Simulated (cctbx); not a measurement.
# Lattice, Laue class and space group of a new crystal

Cell: a = 11.7370 Å, b = 11.7370 Å, c = 12.1920 Å, α = 90.00°, β = 90.00°, γ = 90.00°. Expected content of the cell: Rb24 Co8.

Simulated single-crystal data (cctbx): Mo Kα, λ = 0.71073 Å, to d = 0.65 Å, 95 % of the full sphere, strongest reflection 70000 counts, noise from counting, a 4 % proportional error and a noise floor of 2 counts (s.d.); no absorption.

Tests on the unmerged data give:

```text
24272 reflections to d = 0.650 A
centring   violations  <I/sigma> of those
    A       5369 of 12181      7.3
    B       5338 of 12113      7.3
    C       5399 of 12126      7.7
    I          1 of 12162      0.0
    R       7216 of 16157      7.7
    F       8053 of 18210      7.4
Laue class    unique    Rint  (classes that these axes allow; Friedel mates merged)
I 1 2/m 1        3332   0.030
I 1 1 2/m        3326   0.030
I 2/m 1 1        3331   0.031
I m m m          1800   0.033
I 4/m            1668   0.033
I 4/m m m         952   0.034
space group    extra absences  I>4sigma  <I/sigma>
I 4 2 2                 0          0         -  acentric
I 4 m m                 0          0         -  acentric
I -4 m 2                0          0         -  acentric
I -4 2 m                0          0         -  acentric
I 4/m m m               0          0         -  centric
Wilson B = 0.53 A^2   <|E^2-1|> = 0.883 (0.968 centric, 0.736 acentric)   E^2>4: 3.2 %
shell (A)         n   <I/sigma>
 8.46 - 1.30    138     56.4
 1.30 - 1.03    123     56.6
 1.03 - 0.90    121     52.9
 0.90 - 0.82    118     52.1
 0.82 - 0.76    116     51.1
 0.76 - 0.72    110     46.0
 0.72 - 0.68    118     51.5
 0.68 - 0.65    108     43.9
```

**Question.** What are the lattice type, the Laue class and the likely space group?

The reflections that I centring forbids are absent (⟨I/σ⟩ near 0), so the lattice is I.

Rint stays low (0.030 to 0.034) up to I 4/m m m, the highest class in these axes.

5 settings pass the absence test. No glide or screw absences show, which leaves I 4 2 2, I 4 m m, I -4 m 2, I -4 2 m and I 4/m m m.

⟨|E²−1|⟩ = 0.883 leans to a centrosymmetric structure. The Wilson B of 0.53 Å² means U ≈ 0.0067 Å².

The true group is I4/mmm (no. 139), Laue class 4/mmm, centrosymmetric. The tables only narrow the choice to the tied entries; cell content, site symmetry and trial solutions must settle it.

This is a model crystal, built by substitution and not relaxed, with assumed displacement parameters.

[Logs are printed without paths, hosts, clocks, repeated set-up lines and the standing remarks that a program may print on its own settings, such as how far it seeks lower states.]
